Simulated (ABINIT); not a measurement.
# SnI2 (Fm-3m): third-order response, part 2 of 3

Wanted: vibrational spectra of SnI2 (Fm-3m) from linear and non-linear response.

ABINIT 10.8.3; DFT LDA, scalar-relativistic, plane waves, HGH norm-conserving pseudopotentials.

So far. Step 4 (Relaxation): The volume changes by -0.1 % in this run and stands -8.3 % from the first cell. Step 5 (Self-consistent run for the response): The cell stands at -0.29 GPa: the relaxation ran with a smoothed and higher cutoff and on another k mesh. The relaxed cell has a = 7.627 Å (conventional setting).

The structure was built from a prototype and need not be the compound's stable phase.

### Step 7. Zone-centre response

The derivative of the wavefunctions by k comes first, since the response to a field is built on it; then the field and the displacements that symmetry doesn't supply are solved at q = 0. By the 2n+1 theorem the first-order wavefunctions also give third derivatives: Raman tensors and the non-linear susceptibility.

It reads the wavefunctions written in step 5.

The input, dfpt_gamma.abi:

```
ndtset 3

# common to the responses
getwfk_filepath "gso_WFK"
kptopt 2
nqpt 1
qpt 0.0 0.0 0.0
asr 0
chneut 0

# d/dk
rfelfd1 2
rfdir1 1 1 1
iscf1 -3
tolwfr1 1.0d-20

# displacements, field
rfphon2 1
rfatpol2 1 3
rfdir2 1 1 1
rfelfd2 3
getddk2 1
tolvrs2 1.0d-10
prepanl2 1
prtden2 1

# third order
optdriver3 5
getden_filepath3 "gso_DEN"
get1den3 2
get1wf3 2
getddk3 1
d3e_pert1_elfd3 1
d3e_pert1_phon3 1
d3e_pert1_atpol3 1 3
d3e_pert1_dir3 1 1 1
d3e_pert2_elfd3 1
d3e_pert2_dir3 1 1 1
d3e_pert3_elfd3 1
d3e_pert3_dir3 1 1 1
usepead3 1
tolvrs3 1.0d-10

# basis, mesh and filling
ecut 20.0
ixc 7
ngkpt 3 3 3
nshiftk 4
shiftk 
    0.5 0.5 0.5
    0.5 0.0 0.0
    0.0 0.5 0.0
    0.0 0.0 0.5
istwfk *1
occopt 1
nband 9
nstep 100
diemac 9.0
prtebands 0
prtgsr 0

# cell and atoms
acell 10.19176627 10.19176627 10.19176627
rprim 
    0.0 0.7071067812 0.7071067812
    0.7071067812 0.0 0.7071067812
    0.7071067812 0.7071067812 0.0
ntypat 2
znucl 50 53
natom 3
typat 1 2 2
xred 
    0.0 0.0 0.0
    0.25 0.25 0.25
    0.75 0.75 0.75
pp_dirpath "./pseudo"
pseudos "Sn.hgh, I.hgh"
```

Command:

```bash
> OMP_NUM_THREADS=1 mpirun -n 2 abinit dfpt_gamma.abi > dfpt_gamma.log
```

Numbers of over 12 decimals in the logs are rounded to 6 here.

dfpt_gamma.abo, the main output file:

```text
[banners, grids, parts of the stress and lines that vanish by symmetry left out]
- input  file    -> dfpt_gamma.abi
- output file    -> dfpt_gamma.abo
- root for input  files -> dfpt_gammai
[...]
DATASET    1 : space group Fm -3 m (#225); Bravais cF (face-center cubic)
[...]
nfft =       91125          nkpt =          56
[...]
DATASET    2 : space group Fm -3 m (#225); Bravais cF (face-center cubic)
[...]
nfft =       91125          nkpt =          56
[...]
DATASET    3 : space group Fm -3 m (#225); Bravais cF (face-center cubic)
[...]
mpw =        3206          nfft =       91125          nkpt =          56
[...]
== DATASET  1 ==================================================================
[...]
cutoff_energies: {ecut:  20.0, pawecutdg:  -1.0, }
[...]
Exchange-correlation functional for the present dataset will be:
  LDA: Perdew-Wang 92 LSD fit to Ceperley-Alder data - ixc=7
[...]
- 53.00000   7.00000     10605                znucl, zion, pspdat
[...]
Perturbation : derivative vs k along direction   1
[...]
-ETOT  1  -11.440476416826     -1.144E+01 9.937E-02 0.000E+00
 ETOT  2  -11.475632803842     -3.516E-02 2.090E-03 0.000E+00
 ETOT  3  -11.476183823895     -5.510E-04 3.599E-05 0.000E+00
 ETOT  4  -11.476199679770     -1.586E-05 1.874E-06 0.000E+00
 ETOT  5  -11.476200289874     -6.101E-07 6.391E-08 0.000E+00
[...]
At SCF step   15   max residual=  9.83E-21 < tolwfr=  1.00E-20 =>converged.
[...]
Perturbation : derivative vs k along direction   2
[...]
-ETOT  1  -11.440476416702     -1.144E+01 9.937E-02 0.000E+00
[...]
At SCF step   15   max residual=  9.83E-21 < tolwfr=  1.00E-20 =>converged.
[...]
Perturbation : derivative vs k along direction   3
[...]
-ETOT  1  -11.440476416577     -1.144E+01 9.937E-02 0.000E+00
[...]
At SCF step   15   max residual=  9.83E-21 < tolwfr=  1.00E-20 =>converged.
[...]
1        1       3.4992888317   -0.0000000000
     1        2       1.7496444158    0.0000000000
     1        3       1.7496444158   -0.0000000000
     2        1       1.7496444158    0.0000000000
     2        2       3.4992888317   -0.0000000000
     2        3       1.7496444158   -0.0000000000
     3        1       1.7496444158   -0.0000000000
     3        2       1.7496444158   -0.0000000000
     3        3       3.4992888317   -0.0000000000
[...]
== DATASET  2 ==================================================================
[...]
cutoff_energies: {ecut:  20.0, pawecutdg:  -1.0, }
[...]
Exchange-correlation functional for the present dataset will be:
  LDA: Perdew-Wang 92 LSD fit to Ceperley-Alder data - ixc=7
[...]
Perturbation : displacement of atom   1   along direction   1
[...]
-ETOT  1   18.659477927137     -1.030E+02 1.167E+00 6.915E+04
[...]
At SCF step   11       vres2   =  7.32E-11 < tolvrs=  1.00E-10 =>converged.
[...]
Perturbation : displacement of atom   2   along direction   1
[...]
-ETOT  1   220.32963270201     -3.774E+02 2.549E+00 7.666E+05
[...]
At SCF step   12       vres2   =  7.09E-11 < tolvrs=  1.00E-10 =>converged.
[...]
Perturbation : homogeneous electric field along direction   1
[...]
-ETOT  1  -219.47404157409     -2.195E+02 3.248E+00 6.823E+04
[...]
At SCF step   12       vres2   =  3.35E-11 < tolvrs=  1.00E-10 =>converged.
[...]
Perturbation : homogeneous electric field along direction   2
[...]
-ETOT  1  -219.47404157573     -2.195E+02 3.248E+00 6.823E+04
[...]
At SCF step   12       vres2   =  3.35E-11 < tolvrs=  1.00E-10 =>converged.
[...]
Perturbation : homogeneous electric field along direction   3
[...]
-ETOT  1  -219.47404157742     -2.195E+02 3.248E+00 6.823E+04
[...]
ETOT 11  -243.18357910914     -2.785E-12 4.754E-13 9.814E-10
 ETOT 12  -243.18357910914      7.674E-13 2.190E-14 3.348E-11
 At SCF step   12       vres2   =  3.35E-11 < tolvrs=  1.00E-10 =>converged.
[...]
Dielectric tensor, in cartesian coordinates,
[...]
1    5   1    5         8.1607523905        -0.0000000000
   1    5   2    5         0.0000000000        -0.0000000000
   1    5   3    5        -0.0000000000        -0.0000000000
   2    5   1    5         0.0000000000        -0.0000000000
   2    5   2    5         8.1607523905        -0.0000000000
   2    5   3    5        -0.0000000000        -0.0000000000
   3    5   1    5        -0.0000000000        -0.0000000000
   3    5   2    5        -0.0000000000        -0.0000000000
   3    5   3    5         8.1607523905        -0.0000000000
  Effective charges, in cartesian coordinates,
[...]
1    1   1    5         4.3505760321         0.0000000000
   2    1   1    5         0.0000000000         0.0000000000
   3    1   1    5        -0.0000000000         0.0000000000
   1    2   1    5        -2.0234732981         0.0000000000
   2    2   1    5        -0.0000000000         0.0000000000
[...]
Effective charges, in cartesian coordinates,
[...]
2    5   1    3        -0.0000000000         0.0000000000
   3    5   1    3        -0.0000000000         0.0000000000
   1    5   2    3        -0.0000000000         0.0000000000
   2    5   2    3        -2.0234733131         0.0000000000
   3    5   2    3         0.0000000000         0.0000000000
   1    5   3    3         0.0000000000         0.0000000000
   2    5   3    3         0.0000000000         0.0000000000
   3    5   3    3        -2.0234733131         0.0000000000
  Phonon wavevector (reduced coordinates) :  0.00000  0.00000  0.00000
 Phonon energies in Hartree :
[...]
Phonon frequencies in cm-1    :
- -7.376200E-02 -7.376110E-02 -7.375842E-02  4.255630E+01  4.255630E+01
-  4.255630E+01  9.305570E+01  9.305570E+01  9.305570E+01
  Phonon at Gamma, with non-analyticity in the
[...]
Phonon energies in Hartree :
[...]
Phonon frequencies in cm-1    :
- -7.376200E-02 -7.376110E-02  1.317794E+00  4.255630E+01  4.255630E+01
-  9.305570E+01  9.305570E+01  9.305570E+01  1.182526E+02
  Phonon at Gamma, with non-analyticity in the
[...]
Phonon energies in Hartree :
[...]
Phonon frequencies in cm-1    :
- -7.376200E-02 -7.375842E-02  1.317794E+00  4.255630E+01  4.255630E+01
-  9.305570E+01  9.305570E+01  9.305570E+01  1.182526E+02
  Phonon at Gamma, with non-analyticity in the
[...]
Phonon energies in Hartree :
[...]
Phonon frequencies in cm-1    :
- -7.376110E-02 -7.375842E-02  1.317794E+00  4.255630E+01  4.255630E+01
-  9.305570E+01  9.305570E+01  9.305570E+01  1.182526E+02
[...]
== DATASET  3 ==================================================================
[...]
cutoff_energies: {ecut:  20.0, pawecutdg:  -1.0, }
[...]
Exchange-correlation functional for the present dataset will be:
  LDA: Perdew-Wang 92 LSD fit to Ceperley-Alder data - ixc=7
[...]
j1 : displacement of atom   2 along direction   1
[...]
j2 : displacement of atom   2 along direction   1
[...]
j2 : displacement of atom   2 along direction   1
[...]
1          1       -0.000000000       -0.000000000       -0.000000000
[...]
1          2       -0.000000000       -0.000000000       -0.000000000
[...]
1          3       -0.000000000       -0.000000000       -0.000000000
[...]
2          1        0.000000001       -0.000000000       -0.000000000
[...]
2          2       -0.000000001        0.000000001       -0.073545798
[...]
2          3        0.000000001       -0.073545798        0.000000001
[...]
3          1       -0.000000001        0.000000001        0.000000001
[...]
3          2        0.000000001       -0.000000000        0.073545799
[...]
3          3       -0.000000001        0.073545798       -0.000000001
[...]
strten2     0.0000000000E+00  0.0000000000E+00  0.0000000000E+00
           strten3     0.0000000000E+00  0.0000000000E+00  0.0000000000E+00
================================================================================
```

Elapsed: 6 min, on 2 MPI ranks of Intel Xeon at 2.70GHz, shared host.

Read from the output:

```
miss of the charge sum rule                                       : 0.3036 e
largest acoustic frequency at the zone centre before the sum rule : -0.07 cm⁻¹
highest optical zone-centre mode (no LO-TO term)                  : 93.06 cm⁻¹
lowest optical zone-centre mode                                   : 42.56 cm⁻¹
mean high-frequency dielectric constant                           : 8.161
largest Born charge in size (third of the trace)                  : 4.351 e
```

Born charge (rows field, columns displacement), before the sum rule (e), principal values of the symmetric part by kind of site:

```csv
atom,atoms with these values,low,middle,high,mean
Sn1,1,4.35,4.35,4.35,4.35
I2,2,-2.02,-2.02,-2.02,-2.02
```

In full for Sn1:

```
4.35 0.00 0.00
0.00 4.35 0.00
0.00 0.00 4.35
```

High-frequency dielectric tensor:

```
8.16 0.00 0.00
0.00 8.16 0.00
0.00 0.00 8.16
```

The acoustic modes at Γ come out as far as 0.1 cm⁻¹ from zero, where they should vanish, a small numerical error; the Born charges miss their sum rule by 0.30 e, too much: mesh or cutoff is short for the field response.

### Step 8. Zone-centre analysis

anaddb reads the merged derivatives, imposes the acoustic sum rule and charge neutrality, and adds the LO-TO term along chosen directions.

The input, anaddb.abi:

```
ddb_filepath "gamma_DDB"
output_file "anaddb.abo"
outdata_prefix "anaddb"
asr 1
chneut 1
enunit 2
eivec 1
nph1l 1
qph1l 0.0 0.0 0.0 1.0
dieflag 1
nph2l 3
qph2l 
    1.0 0.0 0.0 0.0
    0.0 0.0 1.0 0.0
    1.0 1.0 1.0 0.0
nlflag 1
ramansr 1
alphon 1
prtmbm 1
```

The input, mrgddb.in:

```
gamma_DDB
merged
3
dfpt_gammao_DS2_DDB
dfpt_gammao_DS3_DDB
gso_DDB
```

Command:

```bash
> mrgddb < mrgddb.in > mrgddb.log
> OMP_NUM_THREADS=1 anaddb anaddb.abi > anaddb.log
```

anaddb.abo, the main output file:

```text
[banners, grids, parts of the stress and lines that vanish by symmetry left out]
-outvars_anaddb: echo values of input variables ----------------------

 Flags :
[...]
Dielectric Tensor and Effective Charges
[...]
Effective charge tensors after
[...]
1          1       -0.000000000       -0.000000000       -0.000000000
[...]
1          2       -0.000000000       -0.000000000       -0.000000000
[...]
1          3       -0.000000000       -0.000000000       -0.000000000
[...]
2          1        0.000000001       -0.000000000       -0.000000000
[...]
2          2       -0.000000001        0.000000000       -0.073545799
[...]
2          3        0.000000001       -0.073545798        0.000000001
[...]
3          1       -0.000000001        0.000000000        0.000000000
[...]
3          2        0.000000001       -0.000000000        0.073545799
[...]
3          3       -0.000000001        0.073545798       -0.000000001
[...]
Phonon wavevector (reduced coordinates) :  0.00000  0.00000  0.00000
 Phonon energies in Hartree :
[...]
Phonon energies in meV     :
-  0.000000E+00  0.000000E+00  0.000000E+00  5.276316E+00  5.276316E+00
-  5.276316E+00  1.153744E+01  1.153744E+01  1.153744E+01
 Phonon frequencies in cm-1    :
-  0.000000E+00  0.000000E+00  0.000000E+00  4.255636E+01  4.255636E+01
-  4.255636E+01  9.305573E+01  9.305573E+01  9.305573E+01
 Phonon frequencies in Thz     :
-  0.000000E+00  0.000000E+00  0.000000E+00  1.275808E+00  1.275808E+00
-  1.275808E+00  2.789741E+00  2.789741E+00  2.789741E+00
 Phonon energies in Kelvin  :
-  0.000000E+00  0.000000E+00  0.000000E+00  6.122910E+01  6.122910E+01
-  6.122910E+01  1.338864E+02  1.338864E+02  1.338864E+02
[...]
-  1  0.00000000E+00  0.00000000E+00 -1.21351393E-03
-     0.00000000E+00  0.00000000E+00  0.00000000E+00
-  2  0.00000000E+00  0.00000000E+00 -1.21351805E-03
-     0.00000000E+00  0.00000000E+00  0.00000000E+00
-  3  0.00000000E+00  0.00000000E+00 -1.21351805E-03
-     0.00000000E+00  0.00000000E+00  0.00000000E+00
[...]
-  1  0.00000000E+00  1.21351393E-03  0.00000000E+00
-     0.00000000E+00  0.00000000E+00  0.00000000E+00
-  2  0.00000000E+00  1.21351805E-03  0.00000000E+00
-     0.00000000E+00  0.00000000E+00  0.00000000E+00
-  3  0.00000000E+00  1.21351805E-03  0.00000000E+00
-     0.00000000E+00  0.00000000E+00  0.00000000E+00
[...]
-  1  1.21351393E-03  0.00000000E+00  0.00000000E+00
-     0.00000000E+00  0.00000000E+00  0.00000000E+00
-  2  1.21351805E-03  0.00000000E+00  0.00000000E+00
-     0.00000000E+00  0.00000000E+00  0.00000000E+00
-  3  1.21351805E-03  0.00000000E+00  0.00000000E+00
-     0.00000000E+00  0.00000000E+00  0.00000000E+00
[...]
-  1  0.00000000E+00  0.00000000E+00  1.77441845E-03
-     0.00000000E+00  0.00000000E+00  0.00000000E+00
[...]
-     0.00000000E+00  0.00000000E+00  0.00000000E+00
[...]
-     0.00000000E+00  0.00000000E+00  0.00000000E+00
[...]
-     0.00000000E+00  0.00000000E+00  0.00000000E+00
[...]
-     0.00000000E+00  0.00000000E+00  0.00000000E+00
[...]
-     1         -0.000000    -0.000000     0.000008     0.000008
-     2          0.000000    -0.000008     0.000000     0.000008
-     3         -0.000008    -0.000000    -0.000000     0.000008
-     4          0.000000    -0.000000     5.201873     5.201873
-     5          0.000000     5.201873     0.000000     5.201873
-     6          5.201873    -0.000000    -0.000000     5.201873
-     7         -0.000000     0.000000    -0.000000     0.000000
-     8          0.000000     0.000000    -0.000000     0.000000
-     9          0.000000    -0.000000    -0.000000     0.000000
[...]
-   1     Real    0.0000E+00  0.0000E+00  0.0000E+00  0.0000E+00  0.0000E+00  0.0000E+00  0.0000E+00
[...]
-   2     Real    0.0000E+00  0.0000E+00  0.0000E+00  0.0000E+00  0.0000E+00  0.0000E+00  0.0000E+00
[...]
-   3     Real    0.0000E+00  0.0000E+00  0.0000E+00  0.0000E+00  0.0000E+00  0.0000E+00  0.0000E+00
[...]
-   4     Real    0.0000E+00  0.0000E+00  1.2247E-04  0.0000E+00  0.0000E+00  0.0000E+00  1.2247E-04
[...]
-   5     Real    0.0000E+00  1.2247E-04  0.0000E+00  0.0000E+00  0.0000E+00  0.0000E+00  1.2247E-04
[...]
-   6     Real    1.2247E-04  0.0000E+00  0.0000E+00  0.0000E+00  0.0000E+00  0.0000E+00  1.2247E-04
[...]
-   7     Real    0.0000E+00  0.0000E+00  0.0000E+00  0.0000E+00  0.0000E+00  0.0000E+00  0.0000E+00
[...]
-   8     Real    0.0000E+00  0.0000E+00  0.0000E+00  0.0000E+00  0.0000E+00  0.0000E+00  0.0000E+00
[...]
-   9     Real    0.0000E+00  0.0000E+00  0.0000E+00  0.0000E+00  0.0000E+00  0.0000E+00  0.0000E+00
[...]
Phonon at Gamma, with non-analyticity in the
[...]
Phonon energies in Hartree :
[...]
Phonon energies in meV     :
-  0.000000E+00  0.000000E+00  0.000000E+00  5.276316E+00  5.276316E+00
[...]
Phonon frequencies in cm-1    :
[...]
Phonon frequencies in Thz     :
[...]
Phonon energies in Kelvin  :
[...]
-        -0.000000029      -0.000000000      -0.005916584
-        -0.000000065      -0.005916584      -0.000000000
[...]
Phonon at Gamma, with non-analyticity in the
[...]
Phonon energies in Hartree :
[...]
Phonon energies in meV     :
-  0.000000E+00  0.000000E+00  0.000000E+00  5.276316E+00  5.276316E+00
-  1.153744E+01  1.153744E+01  1.153744E+01  1.464197E+01
 Phonon frequencies in cm-1    :
-  0.000000E+00  0.000000E+00  0.000000E+00  4.255636E+01  4.255636E+01
-  9.305573E+01  9.305573E+01  9.305573E+01  1.180954E+02
 Phonon frequencies in Thz     :
-  0.000000E+00  0.000000E+00  0.000000E+00  1.275808E+00  1.275808E+00
-  2.789741E+00  2.789741E+00  2.789741E+00  3.540412E+00
 Phonon energies in Kelvin  :
-  0.000000E+00  0.000000E+00  0.000000E+00  6.122910E+01  6.122910E+01
-  1.338864E+02  1.338864E+02  1.338864E+02  1.699130E+02
[...]
-  1  0.00000000E+00  0.00000000E+00  1.21351637E-03
-     0.00000000E+00  0.00000000E+00  0.00000000E+00
-  2  0.00000000E+00  0.00000000E+00  1.21351690E-03
-     0.00000000E+00  0.00000000E+00  0.00000000E+00
[...]
-     0.00000000E+00  0.00000000E+00  0.00000000E+00
[...]
-     0.00000000E+00  0.00000000E+00  0.00000000E+00
[...]
Phonon at Gamma, with non-analyticity in the
[...]
Phonon energies in Hartree :
[...]
Phonon energies in meV     :
-  0.000000E+00  0.000000E+00  0.000000E+00  5.276316E+00  5.276316E+00
[...]
Phonon frequencies in cm-1    :
-  0.000000E+00  0.000000E+00  0.000000E+00  4.255636E+01  4.255636E+01
[...]
Phonon frequencies in Thz     :
-  0.000000E+00  0.000000E+00  0.000000E+00  1.275808E+00  1.275808E+00
[...]
Phonon energies in Kelvin  :
-  0.000000E+00  0.000000E+00  0.000000E+00  6.122910E+01  6.122910E+01
[...]
-  2  1.47016639E-03  0.00000000E+00  0.00000000E+00
[...]
-  3 -1.47016639E-03  0.00000000E+00  0.00000000E+00
[...]
-        -0.000000021      -0.000000000      -0.005916584
-        -0.000000051      -0.005916584      -0.000000000
[...]
Direction                     Dielectric constant
[...]
0.00000   0.00000   1.00000     62.84454269
   1.00000   1.00000   1.00000     62.84454268
-
```

Wall time 1.7 s (1 thread).

Read from the output:

```yaml
mean_static_dielectric_constant: 62.84
highest_mode_moved_by_the_lo_to_term: 118.1 cm⁻¹
```

No LO-TO term; unit eigenvectors of the mass-weighted matrix, from anaddb's displacements. Modes at Γ, with each element's share of the kinetic energy:

```
mode  frequency (cm⁻¹)  symmetry  Sn %  I %
   1               0.0  acoustic    32   68
   2               0.0  acoustic    32   68
   3               0.0  acoustic    32   68
   4              42.6       T1u    68   32
   5              42.6       T1u    68   32
   6              42.6       T1u    68   32
   7              93.1       T2g     0  100
   8              93.1       T2g     0  100
   9              93.1       T2g     0  100
```

Displacements in mode 4 (42.6 cm⁻¹), the largest set to 1:
```
Sn1  0.00  0.00  1.00
I2   0.00  0.00 -0.47
I3   0.00  0.00 -0.47
```

Displacements in mode 7 (93.1 cm⁻¹), the largest set to 1:
```
Sn1  0.00  0.00  0.00
I2   0.00  0.00 -1.00
I3   0.00  0.00  1.00
```

Trace of the oscillator strength, degenerate modes summed. Lines of the infrared spectrum (strongest = 100):

| position (cm⁻¹) | lines merged | IR intensity, relative |
| --- | --- | --- |
| 43 | 3 | 100 |
| 93 | 3 | 0.0 |

From anaddb's Raman susceptibilities, degenerate modes summed; transverse modes, the longitudinal lines of polar modes are not listed. Lines of the Raman spectrum (strongest = 100):

| position (cm⁻¹) | lines merged | Raman activity (Å⁴/amu), powder, relative |
| --- | --- | --- |
| 43 | 3 | 0.0 |
| 93 | 3 | 100 |

Static dielectric tensor (ions relaxed, fixed cell):

```
62.84  0.00  0.00
 0.00 62.84  0.00
 0.00  0.00 62.84
```

Before neutrality was imposed the Born charges missed it by 0.30 e, so ε₀, the LO modes and the intensities above are not converged in mesh or cutoff.

(Continued in part 3 of 3.)

[Host names and launcher messages were left out of these logs when they were recorded.]

[Logs are printed without paths, hosts, clocks, repeated set-up lines and the standing remarks that a program may print on its own settings, such as how far it seeks lower states.]

[Hosts, paths, dates, database ids (printed as entryN), source tags and the programs' standing remarks are cut or masked in the printed files.]
